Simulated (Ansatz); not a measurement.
Consider KCoBr3 (cubic perovskite) (Pm-3m).

The structure was built from a prototype and need not be the compound's stable phase.

It takes space group Pm-3m (No. 221, cubic). The conventional cell has a = 5.044 Å, b = 5.044 Å, c = 5.044 Å, α = 90.00°, β = 90.00°, γ = 90.00°. K has 12 Br at 3.57 Å nearest. Nearest to Co lie 6 Br at 2.52 Å. Br has 2 Co at 2.52 Å and 4 K at 3.57 Å nearest. Farther neighbours and most contacts between anions are not listed.

```yaml
crystal:
  lattice:
    - [0.00000, -5.04378, 0.00000]
    - [0.00000, 0.00000, 5.04378]
    - [-5.04378, 0.00000, 0.00000]
  atoms:
    - { symbol: K, position: [0.00000, 0.00000, 0.00000] }
    - { symbol: Co, position: [0.50000, 0.50000, 0.50000] }
    - { symbol: Br, position: [0.50000, 0.50000, 0.00000] }
    - { symbol: Br, position: [0.50000, 0.00000, 0.50000] }
    - { symbol: Br, position: [0.00000, 0.50000, 0.50000] }
```

The structure was relaxed with PBE. The structure type comes from a generator and need not be one that this composition takes. The structure was generated from a model, not taken from a measurement. The runs that relaxed it are not among those shown. The program's search for lower electronic states was switched off, so nothing shows that the state found is the lowest. PAW set soft_2, made with PBE.

A constrained-RPA run (Ansatz 0.2.0; non-magnetic PBE; Co d + anion p, bands v13 to c1, 4×4×4 mesh, medium accuracy) builds 14 functions on bands 8.3 eV wide, with 25.0 electrons in the window. The bare on-site interaction is 23.8 eV and the bare J 0.82 eV.

Question: Estimate U, U′ and J.

On the Co d shell, U = 7.67 eV (32 % of the bare value), U′ = 6.34 eV, J = 0.67 eV.

The parent state is non-magnetic and the interaction static (zero frequency); U depends on the window and the orbitals, so it belongs to this model alone. A window that holds the anion p bands defines a model with explicit ligands; its U belongs to that model and is not the U of DFT+U.

[Paths, hosts, dates, memory and timing lines, banners, echoed tables and standing remarks are left out of the program output.]

[Logs are printed without paths, hosts, clocks, repeated set-up lines and the standing remarks that a program may print on its own settings, such as how far it seeks lower states.]

[Runs of the session that timed out or met a known fault of the program may be left out.]

[Hosts, paths, dates, database ids (printed as entryN), source tags and the programs' standing remarks are cut or masked in the printed files.]
